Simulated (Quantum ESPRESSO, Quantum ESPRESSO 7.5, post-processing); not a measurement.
## 1T-SnO2, 2 layers, AA stacking: a series in the field along the normal

What law, if any, do the results for 1T-SnO2, 2 layers, AA stacking follow against the field along the normal?

Main program and level: Quantum ESPRESSO 7.5; plane-wave DFT, PBE, GBRV ultrasoft pseudopotentials (geometry by pw.x at PBE-D3(BJ), GBRV ultrasoft).

Report form: the programs' logs are mostly left out.

## 1. Set-up

The cell holds 6 atoms: 4 O and 2 Sn. Its edges and angles: a = 3.220 Å, b = 3.220 Å, c = 23.778 Å, α = 90.0°, β = 90.0°, γ = 120.0°. It derives from SnO2. Vacuum lies along c.

Set-up: Cell and atoms are relaxed without a field with a D3(BJ) correction and then held. Sawtooth field with dipole correction, 17 Å of vacuum in the starting cell, Fermi-Dirac smearing of 0.002 Ry; bands along a path at each field.

Members -0.05, 0.1, -0.1, 0.2, -0.2, 0.3 and -0.3 took the same steps and show in the table alone.

This sheet is a model structure: its symmetry is held, and its stability is not tested here.

## 2. Relaxing cell and ions of the reference

What the set-up leaves free in this member is relaxed.

Input file ref.relax.in:

```
&control
  prefix = 'ref.relax'
  outdir = './out'
  pseudo_dir = './pseudo'
  nstep = 80
  forc_conv_thr = 0.0004
  calculation = 'vc-relax'
  etot_conv_thr = 1e-06
/
&system
  ibrav = 0
  nat = 6
  ntyp = 2
  ecutwfc = 50
  ecutrho = 250
  vdw_corr = 'grimme-d3'
  dftd3_version = 4
  occupations = 'smearing'
  smearing = 'fd'
  degauss = 0.004
/
&electrons
  conv_thr = 1e-09
  mixing_beta = 0.4
  electron_maxstep = 120
  mixing_mode = 'plain'
/
&ions
/
&cell
  cell_dofree = '2Dxy'
  press_conv_thr = 0.3
/
ATOMIC_SPECIES
  O   15.9990  o_pbe_v1.2.uspp.F.UPF
  Sn  118.7100  sn_pbe_v1.4.uspp.F.UPF
CELL_PARAMETERS angstrom
  3.22000000000000 0.00000000000000 0.00000000000000
  -1.61000000000000 2.78860180018589 0.00000000000000
  0.00000000000000 0.00000000000000 23.77770876399966
ATOMIC_POSITIONS crystal
  O   0.666666666700 0.333333333300 0.357477673075
  Sn  0.000000000000 0.000000000000 0.395093879071
  O   0.333333333300 0.666666666700 0.432710085068
  O   0.666666666700 0.333333333300 0.567289914932
  Sn  0.000000000000 0.000000000000 0.604906120929
  O   0.333333333300 0.666666666700 0.642522326925
K_POINTS automatic
  12 12 1 0 0 0
```

Command:

```
$ OMP_NUM_THREADS=1 mpirun -n 4 pw.x -nk 4 -in ref.relax.in > ref.relax.out
```

Elapsed: 17 min, on 4 MPI ranks of Arm Neoverse V1, shared host; peak memory 0.82 GiB; 66 min of CPU time.

Relaxation path (22 of 25):

| step | energy less that of the first step (eV) | largest force (eV/Å) | volume (Å³) |
| --- | --- | --- | --- |
| 1 | 0.0000 | 1.7583 | 213.51 |
| 2 | -0.2351 | 1.0695 | 216.11 |
| 3 | -0.3495 | 0.4633 | 217.30 |
| 4 | -0.3847 | 0.1184 | 216.67 |
| 6 | -0.4163 | 0.1257 | 212.20 |
| 7 | -0.4192 | 0.0614 | 211.06 |
| 8 | -0.4195 | 0.0237 | 210.95 |
| 9 | -0.4196 | 0.0244 | 210.97 |
| 10 | -0.4197 | 0.0300 | 211.00 |
| 11 | -0.4198 | 0.0361 | 211.02 |
| 12 | -0.4201 | 0.0429 | 211.04 |
| 14 | -0.4210 | 0.0601 | 211.12 |
| 15 | -0.4218 | 0.0712 | 211.17 |
| 16 | -0.4230 | 0.0845 | 211.23 |
| 17 | -0.4247 | 0.0984 | 211.32 |
| 18 | -0.4267 | 0.1112 | 211.43 |
| 19 | -0.4286 | 0.1144 | 211.56 |
| 20 | -0.4292 | 0.0936 | 211.57 |
| 22 | -0.4305 | 0.0043 | 211.32 |
| 23 | -0.4305 | 0.0008 | 211.27 |
| 24 | -0.4305 | 0.0001 | 211.27 |
| 25 | -0.4209 | 0.0006 | 211.27 |

| cell as run | before | after | change |
| --- | --- | --- | --- |
| a (Å) | 3.220 | 3.203 | -0.5 % |
| b (Å) | 3.220 | 3.203 | -0.5 % |

The atoms that moved most (Å, along periodic axes as changes of fractional coordinates times the final cell, across vacuum about the mean position):

| atom | dx | dy | dz | length |
| --- | --- | --- | --- | --- |
| O4 | 0.000 | 0.000 | -0.285 | 0.285 |
| O3 | 0.000 | 0.000 | 0.285 | 0.285 |
| Sn5 | 0.000 | 0.000 | -0.160 | 0.160 |
| Sn2 | 0.000 | 0.000 | 0.160 | 0.160 |
| O1 | 0.000 | 0.000 | 0.032 | 0.032 |
| O6 | 0.000 | 0.000 | -0.032 | 0.032 |

The relaxed structure:

```xyz
6
Lattice="3.2031 0.0000 0.0000 -1.6016 2.7740 0.0000 0.0000 0.0000 23.7777" Properties=species:S:1:pos:R:3
O     1.6016    0.9247    8.5320
Sn    0.0000    0.0000    9.5541
O     0.0000    1.8493   10.5734
O     1.6016    0.9247   13.2043
Sn    0.0000    0.0000   14.2237
O     0.0000    1.8493   15.2457
```

 The last row is no step: it is a fresh SCF in the final cell with a new plane-wave basis, +10 meV from the row before.

Read from the output:

* free energy: -6092.7894 eV
* Fermi energy: -1.174 eV

## 3. SCF with pw.x, 0 V/Å

The self-consistent run of this member.

Level of this step: plane-wave DFT, PBE, GBRV ultrasoft pseudopotentials (Quantum ESPRESSO 7.5).

Input file m0.scf.in:

```
&control
  prefix = 'm0.scf'
  outdir = './out'
  pseudo_dir = './pseudo'
  calculation = 'scf'
  tprnfor = .true.
  tefield = .true.
  dipfield = .true.
/
&system
  ibrav = 0
  nat = 6
  ntyp = 2
  ecutwfc = 40
  ecutrho = 200
  occupations = 'smearing'
  smearing = 'fd'
  degauss = 0.002
  edir = 3
  emaxpos = 0.97
  eopreg = 0.04
  eamp = 0.0
  nbnd = 32
/
&electrons
  conv_thr = 1e-09
  mixing_beta = 0.4
  electron_maxstep = 120
  mixing_mode = 'plain'
/
ATOMIC_SPECIES
  O   15.9990  o_pbe_v1.2.uspp.F.UPF
  Sn  118.7100  sn_pbe_v1.4.uspp.F.UPF
CELL_PARAMETERS angstrom
  3.20311193600000 0.00000000000000 0.00000000000000
  -1.60155596800000 2.77397630800000 0.00000000000000
  0.00000000000000 0.00000000000000 23.77770876400000
ATOMIC_POSITIONS crystal
  O   0.666666666700 0.333333333300 0.358824009600
  Sn  0.000000000000 0.000000000000 0.401807229000
  O   0.333333333300 0.666666666700 0.444678679100
  O   0.666666666700 0.333333333300 0.555321320900
  Sn  0.000000000000 0.000000000000 0.598192771000
  O   0.333333333300 0.666666666700 0.641175990400
K_POINTS automatic
  12 12 1 0 0 0
```

Command:

```
$ OMP_NUM_THREADS=1 mpirun -n 4 pw.x -nk 4 -in m0.scf.in > m0.scf.out
```

Run time: 90 s. Hardware: 4 MPI ranks; peak memory 0.67 GiB.

This step gave:

| Property | Result |
| --- | --- |
| free energy | -6091.7201 eV |
| Fermi energy | -1.434 eV |
| dipole along the normal | 2.08e-5 e·Å |
| valence top, on the run's zero | -2.440 eV |
| conduction bottom, on the run's zero | -0.03004 eV |
| gap by band count | 2.410 eV |

## 4. Potential by pp.x, 0 V/Å

plot_num = 11 writes the bare and Hartree potential, from which vacuum levels or, in a crystal, the mean potential are read.

Input file m0.pot.in:

```
&inputpp
  prefix = 'm0.scf'
  outdir = './out'
  filplot = 'm0.pot.dat'
  plot_num = 11
/
```

Command:

```
$ OMP_NUM_THREADS=1 mpirun -n 4 pp.x -in m0.pot.in > m0.pot.out
```

Elapsed: 0.96 s, on 4 MPI ranks; peak memory 0.09 GiB; 3.5 s of CPU time.

This step gave:

```
slope of the potential above                                          : 1.50e-5 eV/Å
upper vacuum line continued to the top atoms, over the valence top    : 8.336 eV
slope of the potential below                                          : -9.80e-6 eV/Å
lower vacuum line continued to the bottom atoms, over the valence top : 8.336 eV
vacuum level at the upper face over the valence top of the mesh       : 8.336 eV
vacuum level at the lower face over the valence top of the mesh       : 8.336 eV
```

Electrostatic potential energy of an electron, with the sawtooth; zero at the highest filled level of the SCF mesh. Table of potential energy, planar mean by z:

| z (Å) | potential energy, planar mean (eV) |
| --- | --- |
| 0.0 | 8.34 |
| 0.5 | 8.34 |
| 1.0 | 8.34 |
| 1.5 | 8.34 |
| 2.0 | 8.34 |
| 2.5 | 8.34 |
| 3.0 | 8.34 |
| 3.5 | 8.34 |
| 4.0 | 8.34 |
| 4.5 | 8.34 |
| 5.0 | 8.34 |
| 5.5 | 8.34 |
| 6.0 | 8.33 |
| 6.5 | 8.32 |
| 7.0 | 8.23 |
| 7.5 | 7.71 |
| 8.0 | 4.35 |
| 8.5 | -6.20 |
| 9.0 | -10.4 |
| 9.5 | -15.8 |
| 10.0 | -11.6 |
| 10.5 | -7.56 |
| 11.0 | 2.42 |
| 11.5 | 7.33 |
| 12.0 | 7.82 |
| 12.5 | 6.20 |
| 13.0 | -2.86 |
| 13.5 | -9.15 |
| 14.0 | -14.5 |
| 14.5 | -13.9 |
| 15.0 | -8.77 |
| 15.5 | -1.60 |
| 16.0 | 6.62 |
| 16.5 | 8.05 |
| 17.0 | 8.29 |
| 17.5 | 8.33 |
| 18.0 | 8.33 |
| 18.5 | 8.34 |
| 19.0 | 8.34 |
| 19.5 | 8.34 |
| 20.0 | 8.34 |
| 20.5 | 8.34 |
| 21.0 | 8.34 |
| 21.5 | 8.34 |
| 22.0 | 8.34 |
| 22.5 | 8.34 |
| 23.0 | 8.34 |
| 23.5 | 8.34 |

## 5. Band structure, 0 V/Å

Bands along a path place the edges.

m0.bands.in, as its differences from the input of step 3:

```diff
@@ -1,7 +1,6 @@
 &control
-  prefix = 'm0.scf'
+  prefix = 'm0.bands'
   outdir = './out'
   pseudo_dir = './pseudo'
-  calculation = 'scf'
-  tprnfor = .true.
+  calculation = 'bands'
   tefield = .true.
@@ -25,6 +24,6 @@
 &electrons
-  conv_thr = 1e-09
+  conv_thr = 1e-07
   mixing_beta = 0.4
   electron_maxstep = 120
-  mixing_mode = 'plain'
+  mixing_mode = 'local-TF'
 /
@@ -44,3 +43,7 @@
   O   0.333333333300 0.666666666700 0.641175990400
-K_POINTS automatic
-  12 12 1 0 0 0
+K_POINTS crystal_b
+4
+  0.0000000000 0.0000000000 0.0000000000 10
+  0.5000000000 0.0000000000 0.0000000000 10
+  0.3333333333 0.3333333333 0.0000000000 10
+  0.0000000000 0.0000000000 0.0000000000 1
```

Command:

```
$ cp -r out/m0.scf.save out/m0.bands.save
$ cp out/m0.scf.xml out/m0.bands.xml
$ OMP_NUM_THREADS=1 mpirun -n 4 pw.x -nk 4 -in m0.bands.in > m0.bands.out
```

The job ended after 23 s (4 MPI ranks; peak memory 0.35 GiB).

This step gave:

| Item | Value |
| --- | --- |
| conduction bottom, on the run's zero | -0.03006 eV |

Band numbers count within the set of bands kept for display. The electronic bands at the labelled points (eV, zero at the highest filled level of the SCF mesh; v1 is the highest filled band, c1 the lowest empty one):

| point | v4 | v3 | v2 | v1 | c1 | c2 | c3 | c4 |
| --- | --- | --- | --- | --- | --- | --- | --- | --- |
| Γ | -0.76 | -0.73 | -0.73 | -0.30 | 2.41 | 3.10 | 5.76 | 5.92 |
| halfway | -0.52 | -0.45 | -0.35 | -0.05 | 4.56 | 4.74 | 7.08 | 7.42 |
| M | -0.48 | -0.39 | -0.20 | -0.18 | 5.42 | 5.48 | 7.34 | 7.53 |
| halfway | -0.57 | -0.35 | -0.15 | -0.06 | 5.90 | 5.92 | 8.24 | 8.48 |
| K | -0.36 | -0.36 | -0.10 | -0.10 | 6.29 | 6.33 | 9.59 | 10.24 |
| halfway | -0.90 | -0.63 | -0.23 | 0.00 | 5.00 | 5.10 | 7.69 | 8.08 |
| Γ | -0.76 | -0.73 | -0.73 | -0.30 | 2.41 | 3.10 | 5.76 | 5.92 |

Along this path the valence top lies between K and Γ and the conduction bottom at Γ.

## 6. SCF with pw.x, 0.05 V/Å

m1.scf.in, as its differences from the input of step 3:

```diff
@@ -1,3 +1,3 @@
 &control
-  prefix = 'm0.scf'
+  prefix = 'm1.scf'
   outdir = './out'
@@ -21,3 +21,3 @@
   eopreg = 0.04
-  eamp = 0.0
+  eamp = 0.00097235
   nbnd = 32
@@ -29,2 +29,3 @@
   mixing_mode = 'plain'
+  startingpot = 'file'
 /
```

Command:

```
$ cp -r out/m0.scf.save out/m1.scf.save
$ OMP_NUM_THREADS=1 mpirun -n 4 pw.x -nk 4 -in m1.scf.in > m1.scf.out
```

Run time: 84 s. Hardware: 4 MPI ranks; peak memory 0.82 GiB.

Read from the output:

```
free energy                          : -6091.7205 eV
Fermi energy                         : -1.428 eV
dipole along the normal              : 0.01484 e·Å
valence top, on the run's zero       : -2.425 eV
conduction bottom, on the run's zero : -0.02365 eV
gap by band count                    : 2.401 eV
```

## 7. Self-consistent run, 0.4 V/Å

m9.scf.in, as its differences from the input of step 6:

```diff
@@ -1,3 +1,3 @@
 &control
-  prefix = 'm1.scf'
+  prefix = 'm9.scf'
   outdir = './out'
@@ -21,3 +21,3 @@
   eopreg = 0.04
-  eamp = 0.00097235
+  eamp = 0.00777876
   nbnd = 32
```

Command:

```
$ cp -r out/m0.scf.save out/m9.scf.save
$ OMP_NUM_THREADS=1 mpirun -n 4 pw.x -nk 4 -in m9.scf.in > m9.scf.out
```

Wall time 93 s (4 MPI ranks); peak memory 0.85 GiB.

Read from the output:

```
free energy                          : -6091.7438 eV
Fermi energy                         : -1.388 eV
dipole along the normal              : 0.1186 e·Å
valence top, on the run's zero       : -2.109 eV
conduction bottom, on the run's zero : -0.09292 eV
gap by band count                    : 2.016 eV
```

## 8. SCF with pw.x, -0.4 V/Å

m10.scf.in, as its differences from the input of step 7:

```diff
@@ -1,3 +1,3 @@
 &control
-  prefix = 'm9.scf'
+  prefix = 'm10.scf'
   outdir = './out'
@@ -21,3 +21,3 @@
   eopreg = 0.04
-  eamp = 0.00777876
+  eamp = -0.00777876
   nbnd = 32
```

Command:

```
$ cp -r out/m0.scf.save out/m10.scf.save
$ OMP_NUM_THREADS=1 mpirun -n 4 pw.x -nk 4 -in m10.scf.in > m10.scf.out
```

The job ended after 93 s (4 MPI ranks; peak memory 0.85 GiB; 6.2 min of CPU time).

Read from the output:

```
Fermi energy                         : -1.506 eV
dipole along the normal              : -0.1186 e·Å
valence top, on the run's zero       : -2.251 eV
conduction bottom, on the run's zero : -0.2348 eV
```

## 9. The series side by side

The series in one table, energies over the lowest:

| the field along the normal | dipole (e Å) | gap along the path (eV) | upper vacuum line at the top atoms, over the zero (eV) | lower vacuum line at the bottom atoms, over the zero (eV) | energy (eV) |
| --- | --- | --- | --- | --- | --- |
| -0.4 V/Å | -0.1186 | 2.015 | 7.944 | 8.213 | 0.0000 |
| -0.3 V/Å | -0.08892 | 2.148 | 8.056 | 8.26 | 0.0104 |
| -0.2 V/Å | -0.05927 | 2.269 | 8.169 | 8.305 | 0.0178 |
| -0.1 V/Å | -0.02963 | 2.37 | 8.28 | 8.348 | 0.0222 |
| -0.05 V/Å | -0.01484 | 2.401 | 8.314 | 8.347 | 0.0233 |
| 0 V/Å | 2.082e-05 | 2.41 | 8.336 | 8.336 | 0.0237 |
| 0.05 V/Å | 0.01484 | 2.401 | 8.347 | 8.314 | 0.0233 |
| 0.1 V/Å | 0.02967 | 2.371 | 8.347 | 8.28 | 0.0222 |
| 0.2 V/Å | 0.05929 | 2.269 | 8.304 | 8.169 | 0.0178 |
| 0.3 V/Å | 0.08892 | 2.148 | 8.26 | 8.056 | 0.0104 |
| 0.4 V/Å | 0.1186 | 2.015 | 8.213 | 7.944 | 0.0000 |

## 10. Worked from the printed numbers

4πα/A = 180.95 × 0.2966 e Å²/V / 8.885 Å² = 6.04 Å.

In linear response the energy changes by −(p₀ + p)E/2: at 0.2 V/Å, −(0.0000 + 0.0593) × 0.2/2 = -0.0059 eV; the runs give -0.0059 eV.

## 11. What came out

* 4πα/A from the weak fields: 6.04 Å
* gap along the path, at -0.4 V/Å and at 0.4 V/Å: 2.01, 2.01 eV
* upper vacuum line at the top atoms, over the zero, at -0.4 V/Å and at 0.4 V/Å: 7.94, 8.21 eV
* lower vacuum line at the bottom atoms, over the zero, at -0.4 V/Å and at 0.4 V/Å: 8.21, 7.94 eV

The series holds 11 members; 4πα/A from the weak fields: 6.04 Å (PBE, GBRV ultrasoft). The strongest fields leave the weak-field line by 0.0 % of the induced dipole. From -0.4 V/Å to 0.4 V/Å the gap along the path goes from 2.01 to 2.01 eV by way of 2.41 at 0 V/Å. From -0.4 V/Å to 0.4 V/Å the upper vacuum line at the top atoms, over the zero goes from 7.94 to 8.21 eV by way of 8.35 at 0.1 V/Å. From -0.4 V/Å to 0.4 V/Å the lower vacuum line at the bottom atoms, over the zero goes from 8.21 to 7.94 eV by way of 8.35 at -0.1 V/Å. Ions are held; semilocal gaps are too small; in strong fields empty levels can belong to the vacuum; one stacking.

[Logs are printed without paths, hosts, clocks, repeated set-up lines and the standing remarks that a program may print on its own settings, such as how far it seeks lower states.]

[Hosts, paths, dates, database ids (printed as entryN), source tags and the programs' standing remarks are cut or masked in the printed files.]

[Maps of the electrostatic potential energy from Ansatz leave out the sawtooth potential of an applied field or a dipole correction, so their vacuum need not be flat; planar profiles and work functions include it.]
